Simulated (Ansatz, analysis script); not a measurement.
# MnHg: anisotropy against c/a at fixed volume

Wanted: the anisotropy energy of MnHg against c/a.

Calculated with Ansatz 0.2.0; PBE, PAW set soft_1.

## (1) Set-up

It takes space group P4/mmm (No. 123, tetragonal). The conventional cell has a = 3.408 Å, b = 3.408 Å, c = 3.136 Å, α = 90.00°, β = 90.00°, γ = 90.00°. Nearest to Mn lie 8 Hg at 2.88 Å and 2 Mn at 3.14 Å. Nearest to Hg lie 8 Mn at 2.88 Å and 2 Hg at 3.14 Å. Farther neighbours are not listed.

This is the database's cell with c/a scaled by 0.92 at fixed volume.

## (2) The first member, moments along [001]

A collinear run gave the moments typed here. Each cell is then solved with spin–orbit coupling for two directions of the moments, alike in all else.

input.yaml reads:

```yaml
crystal:
  lattice:
    - [3.408429, 0.0, 0.0]
    - [0.0, 3.408429, 0.0]
    - [0.0, 0.0, 3.135755]
  atoms:
    - { symbol: Mn, position: [0.5, 0.5, 0.5], spin: 3.87, spin_axis: [0.0, 0.0, 1.0] }
    - { symbol: Hg, position: [0.0, 0.0, 0.0] }
kpoints:
  mp_grid: { grid: [16, 16, 15] }
hamiltonian:
  xc: pbe
  noncollinear_xc: locally_collinear
  pseudopotentials: { kind: paw_fr, azcp: { folder: soft_1 } }
scf:
  occupations: { method: fermi_dirac, width: 0.05 }
  max_iter: 120
  convergence: { dr2_threshold: 1.0e-08 }
  lower_state_search: "off"
basis:
  ecutwfc: 420.0
magnetization:
  noncollinear: true
  spin_orbit: true
output:
  hubbard: { sites: [{ species: Mn, l: d }] }
```

On the command line:

```console
$ ansatz run input.yaml --threads 1 --pin off --max-ram 2048MiB --backend cpu --events-out ev --progress --plain --runs-dir out
```

Numbers of over 12 decimals in the logs are rounded to 6 here.

What it wrote:

```text
Engine: ansatz 0.2.0, x86_64-unknown-linux-gnu
Pseudopotentials: kind: paw_fr
Pseudopotential: Mn, paw, valence charge 15, recommended cutoff 420 eV (normal), soft_1/Mn.paw.azcp
Pseudopotential: Hg, paw, valence charge 20, recommended cutoff 420 eV (normal), soft_1/Hg.paw.azcp
Functional definition: PBE
  parameter kappa = 0.804
  parameter beta = 0.066725
  exchange = pbe_x(kappa = kappa, mu = beta*pi^2/3)
  correlation = pbe_c(beta = beta)
Crystal: 2 atoms, lattice volume = 36.429 Å³
Basis set: ecut = 420 eV, 719 PW (Γ)
Bands: 44, of which v1, the nominal top of the filled ones, is band 35 counted from 1 (34 counted from 0)
Symmetry: 8 space group operations + 8 with time reversal
Magnetic group: BNS 123.345 (UNI 1005), of the structure as read, at distance tolerance 3.3e-5 Å
k-points: 360 of 3840 (time reversal used)
Projection manifold: j_resolved (fully-relativistic pseudo-atomic orbitals)
Non-local potential: Mn, projectors of the file, resolved by j, l = 0: 3, l = 1: 4, l = 2: 6, l = 3: 2
Non-local potential: Hg, projectors of the file, resolved by j, l = 0: 3, l = 1: 4, l = 2: 4, l = 3: 2
PAW form: soft (Blöchl's): semilocal exchange-correlation on the pseudo side does not see the compensation charge
PAW one-centre angular grid: Mn, 590 points (default); XC on its mesh's 2633 points in the sphere
PAW one-centre angular grid: Hg, 590 points (default); XC on its mesh's 2891 points in the sphere
Initial density: superposition of atomic densities (chi_scale 0.1, normalization cell)
Starting moments: Σ|m| = 3.87 μB on 1 of 2 sites
Initial wavefunctions: pseudopotential atomic-orbital guess
Functional: x = pbe(κ = 0.804, μ = 0.219515), c = pbe(β = 0.066725)
SCF iter   1: F=—  HF=-17755.460693 eV  |F-HF|=—  |Δ(HF+E_count)|=         —  Δρ=1.26e-1  dr2=7.31e0  dr2_m=1.01e-1  ethr=3.10e-3  |M|=3.46e0 ∫|m|=3.58e0 μB  |m|>n=0.0e0 m-floor=0.0e0 τ_xc=0.0e0  β_m=0.30  ⟨swp⟩=8.0  Hψ=74476  notcnv=0  defer=65
preconditioner: auto → Kerker (q_TF=auto, 2.710 Å⁻¹)  [metal: Δε(μ)=0.002 eV  Ē_g=7.372 eV  σ=0.050 eV  W_gap=0.01  n_scr=10 (ndim 8)  ℏωp=26.8 eV  f_vac=0.000  D(μ)=3.14/eV (n_scr^D=30)]
spin=Noncollinear: Kerker preconditioning applied to the charge; magnetization (m_x, m_y, m_z) channels mix plain (no charge-response kernel on spin).
SCF iter   2: F=—  HF=-17754.752172 eV  |F-HF|=—  |Δ(HF+E_count)|=   7.09e-1  Δρ=3.63e-2  dr2=8.86e-1  dr2_m=4.14e-2  ethr=3.10e-3  |M|=3.68e0 ∫|m|=3.83e0 μB  |m|>n=0.0e0 m-floor=0.0e0 τ_xc=4.9e-20  β_m=1.00  ⟨swp⟩=2.3  Hψ=31123  notcnv=0  defer=432
[...]
SCF iter  17: F=—  HF=-17754.654006 eV  |F-HF|=—  |Δ(HF+E_count)|=   2.21e-8  Δρ=8.20e-6  dr2=5.43e-11  dr2_m=1.14e-8  ethr=1.00e-12  |M|=3.89e0 ∫|m|=4.15e0 μB  |m|>n=0.0e0 m-floor=0.0e0 τ_xc=2.2e-19  β_m=0.89  ⟨swp⟩=3.0  Hψ=36770  notcnv=0
SCF iter  18: F=—  HF=-17754.654013 eV  |F-HF|=—  |Δ(HF+E_count)|=   7.45e-6  Δρ=1.11e-5  dr2=2.24e-10  dr2_m=2.10e-8  ethr=1.00e-12  |M|=3.89e0 ∫|m|=4.15e0 μB  |m|>n=0.0e0 m-floor=0.0e0 τ_xc=2.2e-19  β_m=0.67  ⟨swp⟩=6.1  Hψ=58817  notcnv=0
SCF iter  19: F=-17754.654012 eV  HF=-17754.654006 eV  |F-HF|=6.35e-6  |Δ(HF+E_count)|=   7.43e-6  Δρ=6.74e-6  dr2=4.89e-11  dr2_m=7.67e-9  ethr=1.00e-12  |M|=3.89e0 ∫|m|=4.15e0 μB  |m|>n=0.0e0 m-floor=0.0e0 τ_xc=2.2e-19  ⟨swp⟩=6.2  Hψ=59360  notcnv=0
SCF 1 converged in 19 iterations: F = -17754.654012 eV  dr2 = 4.89e-11
[...]
SCF converged after 19 iterations
Stability not checked: this state was not tested for a lower state beside it, because this non-collinear magnet's GGA is evaluated by the locally collinear projection, under which the energy is not smooth in the magnetisation (locally_collinear_gga; see scf.lower_state_search)
Magnetization: |M| = 3.8877 μB,  M = (+0.0000, +0.0000, +3.8877) μB
Absolute magnetization: 4.1513 μB (∫|m|, with the PAW one-centre terms)
  site 0: m = (+0.0000, +0.0000, +3.8672) μB, |m| = 3.8672 μB  (R = 1.19 Å)
  site 1: m = (+0.0000, -0.0000, -0.0290) μB, |m| = 0.0290 μB  (R = 1.19 Å)
Free energy (F): -17754.654012 eV
Harris-Foulkes:  -17754.654006 eV  (|F-HF|=6.35e-6)
Internal energy: -17754.640037 eV  (E = F + TS)
E sigma→0 (E₀):  -17754.647025 eV
Entropy (-TS):   -0.013975 eV (-6.988 meV/atom)
Fermi energy:    16.184050 eV
--- Per-component energies (eV) ---
  E_band       = -604.635639
  E_kinetic    = 882.775524
  E_local      = -4457.259311  (includes V_loc(G=0)·N_el)
  E_nonlocal   = 542.059422
  E_hartree    = 1808.321901
  E_xc         = -316.314998
  E_vxc        = -385.111282  (∫ρ·V_xc dr)
  E_paw        = -11319.004151  (= ΣΔE_a)
  E_vpaw       = -803.744000  (= ΣTr[D̂ρ^β])
  E_aug_tail   = 0.000479  (compensation charges beyond the density's cutoff)
  E_ewald      = -4895.218904
  E_smearing   = -0.013975  (= −TS)
  E_closure    = 0.000000  (closes the sum)
  Σ components = -17754.654012   (vs F -17754.654012, Δ=0.00e0)
--- Band table (eV; the first three rows and the last of 360) ---
  k-point 0: bands = [... 31 lower, 14.1388, 14.2122, 16.3811, 16.6421, 17.5990, 17.7048, 17.7721, 19.6243, ... 5 higher]
  k-point 1: bands = [... 31 lower, 14.1271, 14.1639, 16.3930, 16.6277, 17.5830, 17.5884, 17.6784, 19.7634, ... 5 higher]
  k-point 2: bands = [... 31 lower, 14.0361, 14.0937, 16.4025, 16.5865, 17.3122, 17.4529, 17.5583, 20.0830, ... 5 higher]
  k-point 359: bands = [... 31 lower, 14.3721, 14.5054, 14.7947, 16.7505, 16.7649, 18.0505, 18.1541, 19.7155, ... 5 higher]
--- Occupation matrices: 1 shell (Löwdin-built; ε = 2.00e-2, provisional) ---
  Mn0 d_3D: site group D4h (4/mmm)
  Mn0 d_3D spinor Tr n = 5.7342  λ = 0.107 0.143 0.200 0.215 0.215 0.956 0.965 0.966 0.980 0.988  [x2-y2 1.00 (Eg 1.00) E3/2g(1.00) | z2 1.00 (Eg 1.00) E1/2g(1.00) | 3× xz 0.33 (T2g 1.00) E3/2g(0.67) | 5× xz 0.20 (T2g 0.60) E3/2g(0.60)]
  Tr n, λ and their labels are of the run-group-symmetrised matrices; stabiliser: 16 of 32 elements of G0×{1,Θ} (closed), max defect 2.7e-15 at τ = 4.2e-3
```

Wall time 2.5 min (1 thread of Intel Xeon 6975P-C (Granite Rapids), shared host); peak memory 1.2 GiB.

The column dr2 measures how far the density is from self-consistency, as an energy; F and HF (Harris–Foulkes) agree once it is small.

## (3) The first member, moments along [100]

Changes to input.yaml since step 2:

```diff
@@ -6,3 +6,3 @@
   atoms:
-    - { symbol: Mn, position: [0.5, 0.5, 0.5], spin: 3.87, spin_axis: [0.0, 0.0, 1.0] }
+    - { symbol: Mn, position: [0.5, 0.5, 0.5], spin: 3.87, spin_axis: [1.0, 0.0, 0.0] }
     - { symbol: Hg, position: [0.0, 0.0, 0.0] }
```

What it wrote:

```text
[...]
Crystal: 2 atoms, lattice volume = 36.429 Å³
Basis set: ecut = 420 eV, 719 PW (Γ)
Bands: 44, of which v1, the nominal top of the filled ones, is band 35 counted from 1 (34 counted from 0)
Symmetry: 4 space group operations + 4 with time reversal
[...]
k-points: 648 of 3840 (time reversal used)
Projection manifold: j_resolved (fully-relativistic pseudo-atomic orbitals)
[...]
k-point 1: bands = [... 31 lower, 14.1205, 14.1681, 16.3939, 16.6277, 17.5690, 17.6303, 17.6499, 19.8894, ... 5 higher]
  k-point 2: bands = [... 31 lower, 13.9892, 14.1081, 16.4032, 16.5864, 17.3764, 17.3827, 17.5639, 20.0299, ... 5 higher]
  k-point 647: bands = [... 31 lower, 14.3323, 14.5793, 14.7711, 16.7505, 16.7671, 18.0507, 18.1549, 19.5748, ... 5 higher]
--- Occupation matrices: 1 shell (Löwdin-built; ε = 2.00e-2, provisional) ---
  Mn0 d_3D: site group D4h (4/mmm)
[...]
[key lines of the parts left out:]
SCF converged after 15 iterations
Magnetization: |M| = 3.8878 μB,  M = (+3.8878, +0.0000, +0.0000) μB
Free energy (F): -17754.654041 eV
Fermi energy:    16.184796 eV
```

The job ended after 3.3 min (1 thread; peak memory 1.7 GiB).

The energy lies 0.0289 meV below that of the step before.

## (4) The series

The other members take other factors on c/a at fixed volume, with fractional positions and mesh kept. ΔE = E([100]) − E([001]), so ΔE > 0 favours [001]; 1 meV/Å³ is 160.2 MJ/m³.

```
factor on c/a      mesh  ΔE (meV a cell)  K (MJ/m³)  ΔE at zero smearing (meV)  net spin moment (μB)  d orbital moment of the cell, first less second direction (μB)
         0.92  16×16×15          -0.0289     -0.127                     -0.141                  3.89                                                         -0.0027
         0.96  16×16×15          -0.0245     -0.108                    -0.0996                  3.91                                                         -0.0016
         1.04  16×16×15          -0.0275     -0.121                   -0.00962                  3.92                                                          0.0011
         1.08  16×16×15           -0.110     -0.485                    -0.0581                  3.91                                                         -0.0016
         1.13  16×16×15           -0.295      -1.30                     -0.355                  3.88                                                         -0.0015
         1.18  16×16×15           -0.256      -1.13                     -0.278                  3.86                                                         -0.0009
```

ΔE is a difference of free energies at a smearing of 0.05 eV.

## (5) What came out

| Quantity | Value |
| --- | --- |
| ΔE at 0.92 | -0.0289 meV |
| ΔE at 1.18 | -0.256 meV |
| most positive ΔE | -0.0245 meV at 0.96 |

In words: ΔE runs from -0.295 to -0.0245 meV a cell; no line is fitted. At 0.92, 0.96, 1.04 and 1.08 the sign is not resolved. No settled point favours [001]. ΔE favours [100] at 1.13 and 1.18. Each point stands on one mesh, whose error is not tested. Magnetic dipole terms are not included. The parent cell is cubic, so ΔE vanishes at factor 1 by symmetry. Only parallel order was typed, so where the real system orders otherwise this state is hypothetical. The atoms were not relaxed. In doubt: the program's search for lower states was switched off, so that the typed alignment is kept; lower states may exist.

[Logs and program files are shortened in this print: banners, set-up blocks, solver, clock and traceback lines can be left out without a mark of their own.]

[Logs are printed without paths, hosts, clocks, repeated set-up lines and the standing remarks that a program may print on its own settings, such as how far it seeks lower states.]

[Hosts, paths, dates, database ids (printed as entryN), source tags and the programs' standing remarks are cut or masked in the printed files.]
